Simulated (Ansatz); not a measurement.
Two G0W0 runs on Ti2CO2/Ti2CO2 (MXene bilayer).

The cell holds 10 atoms: 2 C, 4 Ti and 4 O. Its edges and angles: a = 2.983 Å, b = 2.983 Å, c = 46.400 Å, α = 90.0°, β = 90.0°, γ = 120.0°. Regions: layer 1 (Ti2CO2), 5 atoms (1 C, 2 Ti and 2 O); layer 2 (Ti2CO2), 5 atoms (1 C, 2 Ti and 2 O). Vacuum lies along c.

```xyz
10
Lattice="2.9827 0.0000 0.0000 -1.4913 2.5831 0.0000 0.0000 0.0000 46.4000" Properties=species:S:1:pos:R:3
C     0.0000    0.0000   19.6083
Ti    0.0000    1.7220   20.9001
Ti    1.4913    0.8610   18.3162
O     1.4913    0.8610   21.8046
O     0.0000    1.7220   17.4065
C     0.0000    1.7220   26.7917
Ti    1.4913    0.8610   28.0838
Ti    0.0000    0.0000   25.4999
O     0.0000    0.0000   28.9935
O     1.4913    0.8610   24.5954
```

The structure was relaxed with PBEsol-D3(BJ). The runs that relaxed it are not among those shown.

The first (Ansatz 0.2.0; start PBEsol, 6×6×1 mesh, 331 empty bands, screening to 55 eV, PAW set soft_1 files; 4 threads of Arm Neoverse V1, shared host) gave, on its mesh: starting gap 0.20 eV, G0W0 gap 0.98 eV, mean of 1 + 4πα/V (set by the cell height) 13.10, 2.8 min.

Q: The second changes empty bands from 331 to 133 and screening cutoff (eV) from 55.0 to 30. What does it give?

It gave: starting gap 0.20 eV, G0W0 gap 0.94 eV, mean of 1 + 4πα/V (set by the cell height) 13.12, 60 s. The G0W0 gap moves by −0.04 eV, +0.00 eV from the start and −0.04 eV from the correction.

Limits: short of the basis limit; coarse mesh for a sheet.

[Long decimals in the printed logs are rounded to 6 places.]

[Logs are printed without paths, hosts, clocks, repeated set-up lines and the standing remarks that a program may print on its own settings, such as how far it seeks lower states.]

[Paths, hosts, dates, memory and timing lines, banners, echoed tables and standing remarks are left out of the program output; an Ansatz launch command may be rebuilt from the run's recorded settings. Measured values are a selection of at most five: reports struck by readers or far from the other reports are left out. None is set beside runs whose start may be inverted or whose files or cutoffs have a known fault.]

[Runs of the session that timed out or met a known fault of the program may be left out.]

[Cells called generated may have been cut or substituted from an entry of the Crystallography Open Database or the Materials Project.]

[Hosts, paths, dates, database ids (printed as entryN), source tags and the programs' standing remarks are cut or masked in the printed files.]

[Where the starting crystal was built by hand or by swapping elements, it need not be the compound's stable phase.]
